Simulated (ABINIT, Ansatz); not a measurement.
# Quasiparticle gap of WS2 (Tungstenite) in ABINIT, part 2 of 2

How does a plane-wave GW calculation on WS2 (Tungstenite) run from the first input to the gap?

ABINIT 10.8.3; PBE and many-body steps on it, plane waves. Known limits of the many-body steps: not at the basis limit; no spin-orbit coupling; coarse k mesh.

So far. Step 3 (Empty states on the mesh, 6×6×1 mesh, 181 bands): On this mesh the gap is 0.981 eV. Step 4 (Screening, 6×6×1 mesh, 173 bands, screening to 119.7 eV): Local fields lower ε∞ by 10 %. On a Γ-centred mesh this coarse the value itself is usually too large, while a short band sum pulls it down.

## Step 5: Self-energy, 6×6×1 mesh, 173 bands, screening to 119.7 eV

The self-energy is evaluated for the states that the input lists, and the levels follow from it, in one-shot runs by the linearised quasiparticle equation.

This step: G0W0 on PBE, plane waves, norm-conserving pseudopotentials.

Input file run.abi:

```
acell 3*1.0 Angstrom
rprim 
  3.153199999992 0.000000000002 0.000000000000
  -1.576599999998 2.730751303206 0.000000000000
  0.000000000000 0.000000000000 12.323000000000
ntypat 2
znucl 74 16
natom 6
typat 1 1 2 2 2 2
xred 
  0.333333333333 0.666666666667 0.250000000000
  0.666666666667 0.333333333333 0.750000000000
  0.333333333333 0.666666666667 0.622500000000
  0.666666666667 0.333333333333 0.122500000000
  0.333333333333 0.666666666667 0.877500000000
  0.666666666667 0.333333333333 0.377500000000
pp_dirpath "pseudos"
pseudos "W.upf, S.upf"
ecut 31
ngkpt 6 6 1
nshiftk 1
shiftk 0 0 0
kptopt 1
chksymbreak 0
istwfk *1
occopt 1
irdwfk 1
optdriver 4
nband 173
gwcalctyp 0
ecutsigx 31
symsigma 1
nkptgw 3
kptgw 
  0.0000000000 0.0000000000 0.0000000000
  0.1666666667 0.1666666667 0.0000000000
  0.3333333333 0.3333333333 0.0000000000
bdgw 
  25 28
  25 28
  25 28
ecuteps 4.4
irdscr 1
ppmodel 1
indata_prefix "in"
outdata_prefix "out"
tmpdata_prefix "tmp"
```

Command:

```bash
> OMP_NUM_THREADS=1 mpirun -n 8 abinit run.abi > log
```

Numbers of over 12 decimals in the logs are rounded to 6 here.

The program printed:

```text
.Version 10.8.3 of ABINIT. v10.8.2 released Aug 2026.

 Symmetries : space group P6_3/m m c (#194); Bravais hP (primitive hexag.)
[... echo of the input left out ...]
== DATASET  1 ==================================================================
-   mpi_nproc: 8, omp_nthreads: 1 (-1 if OMP is not activated)

--- !DatasetInfo
iteration_state: {dtset: 1, }
dimensions: {natom: 6, nkpt: 7, mband: 173, nsppol: 1, nspinor: 1, nspden: 1, mpw: 5929, }
cutoff_energies: {ecut:  31.0, pawecutdg:  -1.0, }
electrons: {nelect:   5.20000000E+01, charge:   0.00000000E+00, occopt:   1.00000000E+00, tsmear:   1.00000000E-02, }

 SIGMA: Calculation of the GW corrections

 Based on a program developped by R.W. Godby, V. Olevano, G. Onida, and L. Reining.
 Incorporated in ABINIT by V. Olevano, G.-M. Rignanese, and M. Torrent.
.Using double precision arithmetic ; gwpc =  8

[... cell and pseudopotentials left out ...]
--------------------------------------------------------------------------------

 ==== K-mesh for the wavefunctions ====
 Number of points in the irreducible wedge :     7
[... list of points left out ...]
 Together with 24 symmetry operations and time-reversal symmetry
 yields    36 points in the full Brillouin Zone.

 ==== Q-mesh for screening function ====
 Number of points in the irreducible wedge :     7
[... list of points left out ...]
 Together with 24 symmetry operations and time-reversal symmetry
 yields    36 points in the full Brillouin Zone.

 vcoul_init : cutoff-mode = AUXILIARY_FUNCTION
 q-points for optical limit:   1
     1)      0.000010    0.000020    0.000030
 setmesh: FFT mesh size selected  =    25x   25x  120
          total number of points  =        75000

 Number of electrons calculated from density =   52.0000; Expected =   52.0000
 average of density, n =  0.072620
 r_s =    1.4869
 omega_plasma =   25.9946 [eV]

 === KS Band Gaps ===
  >>>> For spin  1
   Minimum direct gap =   1.8369 [eV], located at k-point      :   0.3333  0.3333  0.0000
   Fundamental gap    =   0.9806 [eV], Top of valence bands at :   0.0000  0.0000  0.0000
                                       Bottom of conduction at :   0.1667  0.1667  0.0000
 SIGMA fundamental parameters:
 PLASMON POLE MODEL  1
 number of plane-waves for SigmaX                 5885
 number of plane-waves for SigmaC and W            315
 number of plane-waves for wavefunctions          5885
 number of bands                                   173
 number of independent spin polarizations            1
 number of spinorial components                      1
 number of k-points in IBZ                           7
 number of q-points in IBZ                           7
 number of symmetry operations                      24
 number of k-points in BZ                           36
 number of q-points in BZ                           36
 number of frequencies for dSigma/dE                 9
 frequency step for dSigma/dE [eV]                0.25
 number of omega for Sigma on real axis              0
 max omega for Sigma on real axis  [eV]           0.00
 zcut for avoiding poles [eV]                     0.10

 EPSILON^-1 parameters (SCR file):
 dimension of the eps^-1 matrix on file            315
 dimension of the eps^-1 matrix used               315
 number of plane-waves for wavefunctions          5885
 number of bands                                   173
 number of q-points in IBZ                           7
 number of frequencies                               2
 number of real frequencies                          1
 number of imag frequencies                          1

 matrix elements of self-energy operator (all in [eV])

 Perturbative Calculation

--- !SelfEnergy_ee
iteration_state: {dtset: 1, }
kpoint     : [   0.000,    0.000,    0.000, ]
spin       : 1
KS_gap     :    2.311
QP_gap     :    2.752
Delta_QP_KS:    0.441
data: !SigmaeeData |
     Band     E0 <VxcDFT>   SigX SigC(E0)      Z dSigC/dE  Sig(E)    E-E0       E
       25   8.288 -14.458 -15.573   1.236   0.790  -0.266 -14.362   0.096   8.384
       26   9.509 -15.590 -16.105   0.772   0.787  -0.270 -15.387   0.202   9.711
       27  11.820 -15.225 -10.553  -3.857   0.790  -0.266 -14.581   0.644  12.463
       28  11.820 -15.225 -10.553  -3.857   0.790  -0.266 -14.581   0.644  12.463

--- !SelfEnergy_ee
iteration_state: {dtset: 1, }
kpoint     : [   0.167,    0.167,    0.000, ]
spin       : 1
KS_gap     :    2.486
QP_gap     :    2.844
Delta_QP_KS:    0.358
data: !SigmaeeData |
     Band     E0 <VxcDFT>   SigX SigC(E0)      Z dSigC/dE  Sig(E)    E-E0       E
       25   7.976 -15.191 -16.569   1.532   0.785  -0.273 -15.070   0.121   8.098
       26   8.004 -15.258 -16.559   1.495   0.786  -0.273 -15.106   0.153   8.156
       27  10.490 -14.194 -10.097  -3.456   0.796  -0.256 -13.683   0.511  11.000
       28  11.343 -15.406 -10.805  -3.760   0.790  -0.266 -14.742   0.664  12.006

--- !SelfEnergy_ee
iteration_state: {dtset: 1, }
kpoint     : [   0.333,    0.333,    0.000, ]
spin       : 1
KS_gap     :    1.837
QP_gap     :    2.420
Delta_QP_KS:    0.583
data: !SigmaeeData |
     Band     E0 <VxcDFT>   SigX SigC(E0)      Z dSigC/dE  Sig(E)    E-E0       E
       25   8.770 -14.990 -15.614   0.835   0.791  -0.264 -14.823   0.167   8.937
       26   8.977 -15.421 -15.957   0.800   0.790  -0.266 -15.213   0.208   9.185
       27  10.814 -16.363 -11.961  -3.404   0.792  -0.263 -15.572   0.791  11.605
       28  10.814 -16.363 -11.961  -3.404   0.792  -0.263 -15.572   0.791  11.605

== END DATASET(S) ==============================================================
================================================================================

 -outvars: echo values of variables after computation  --------
           etotal      0.0000000000E+00
            nband         173
             nkpt           7
          spgroup         194
 [... the other variables as echoed above ...]

 Calculation completed.
```

It took 18 s on 8 MPI ranks of Arm Neoverse V2, shared host; peak memory 1.9 GiB; 2.3 min of CPU time.

Numbers from this step:

| Property | Result |
| --- | --- |
| G0W0 gap on the points computed | 1.289 eV |
| starting gap on the mesh | 0.9806 eV |
| k of the valence top | 0, 0, 0 |
| k of the conduction bottom | 0.1667, 0.1667, 0 |
| Z at the valence top | 0.787 |
| Z at the conduction bottom | 0.796 |
| least direct G0W0 gap on the computed points | 2.42 eV |

The gap on the mesh goes from 0.98 eV to 1.29 eV, a correction of +0.31 eV.

Limits: finite bands, cutoff and mesh; no spin-orbit coupling; coarse k mesh. v1 is the top filled band, c1 the lowest empty one. The levels before and after the correction (eV, zero at the valence-band top of each column):

```
           conduction bottom  valence top
Kohn-Sham               0.98         0.00
     G0W0               1.29         0.00
```

```
                        level  energy (eV)
Kohn-Sham                Γ v2       -1.221
Kohn-Sham                Γ v1        0.000
Kohn-Sham             Γ c1-c2        2.311
Kohn-Sham  (0.167 0.167 0) v2       -1.533
Kohn-Sham  (0.167 0.167 0) v1       -1.505
Kohn-Sham  (0.167 0.167 0) c1        0.981
Kohn-Sham  (0.167 0.167 0) c2        1.834
     G0W0                Γ v2       -1.327
     G0W0                Γ v1        0.000
     G0W0             Γ c1-c2        2.752
     G0W0  (0.167 0.167 0) v2       -1.613
     G0W0  (0.167 0.167 0) v1       -1.555
     G0W0  (0.167 0.167 0) c1        1.289
     G0W0  (0.167 0.167 0) c2        2.295
```

## Step 6: Where the time went

Times are wall times on 8 MPI ranks of Arm Neoverse V2, shared host, good to a factor of about two.

```
                    step     time  share  memory (GiB)
            ground state     21 s    9 %          0.68
empty states on the mesh  2.1 min   54 %            14
               screening     71 s   30 %           2.7
             self-energy     18 s    7 %           1.9
```

## Step 7: Results

- PBE gap: 0.98 eV, indirect
- G0W0 gap on the mesh: 1.29 eV
- GW settings: 6×6×1 mesh, 173 bands, screening to 119.7 eV, Godby-Needs plasmon pole
- known limits: not at the basis limit; no spin-orbit coupling; coarse k mesh

G0W0 moves the gap on the mesh from 0.98 eV to 1.29 eV (+0.31 eV), with Z of 0.79 and 0.80 at the edges. Local fields lower the RPA ε∞ on this mesh from 15.08 to 13.56; a Γ-centred mesh this coarse tends to raise both, most where the direct gap is narrow, while a short band sum lowers them. Only 3 of the mesh's irreducible points were corrected, so a valley elsewhere could overtake. The dearest step here is «empty states on the mesh». Bands and cutoff are finite, so the gap is not at the basis limit. The miss can reach some tenths of an eV and take either sign; the mesh is an error of its own. In the G0W0 run levels were corrected at 3 k points alone, so a gap called «on the mesh» is the least over those, and an edge elsewhere would be missed. The 6×6×1 mesh is coarse for this cell, which bears on the long-range parts of exchange and screening. The many-body steps are scalar-relativistic: spin-orbit coupling is not in them.

[Paths, hosts, dates, memory and timing lines, banners, echoed tables and standing remarks are left out of the program output.]

[Logs are printed without paths, hosts, clocks, repeated set-up lines and the standing remarks that a program may print on its own settings, such as how far it seeks lower states.]

[Runs of the session that timed out or met a known fault of the program may be left out.]

[Hosts, paths, dates, database ids (printed as entryN), source tags and the programs' standing remarks are cut or masked in the printed files.]

[G0W0 gaps are taken among the corrected bands and points alone; a level outside them can change the order at an edge.]

[Where Ansatz stands beside ABINIT at settings called matched, ABINIT's density can come from a denser mesh and the files from another edition; pairs whose starting gaps differed by over 0.03 eV were left out, so agreement reads better than it is.]
